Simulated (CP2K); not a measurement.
The N K edge of aminoacetylene was computed by TDDFT (CP2K XAS_TDP, aug-cc-pVTZ, TDA) at these levels: PBEh(45%), PBEh(45%) + GW2X and PBEh(60%). The first three lines of N3 (bonded to C and 2 H) with a strength over 0.0015, energy in eV and strength:

| run | first | second | third |
| --- | --- | --- | --- |
| 1 | 402.19 (0.006) | 402.94 (0.020) | 404.09 (0.015) |
| 2 | 398.05 (0.006) | 398.81 (0.020) | 399.96 (0.015) |
| 3 | 403.51 (0.009) | 404.17 (0.035) | 405.56 (0.029) |

Which run is which?

Run 1: PBEh(45%) + GW2X (45 % exact exchange). Run 2: PBEh(45%) (45 % exact exchange). Run 3: PBEh(60%) (60 % exact exchange). Self-interaction lifts the core level, so the uncorrected lines rise with the share of exact exchange. The GW2X run keeps the spacings of its parent: 0.75 eV between the first two lines in run 1, 0.76 eV in run 2. Its shift is +4.14 eV, since the Kohn–Sham level at this share of exchange lies that far above the quasiparticle level.

[Hosts, paths, dates, database ids (printed as entryN), source tags and the programs' standing remarks are cut or masked in the printed files.]
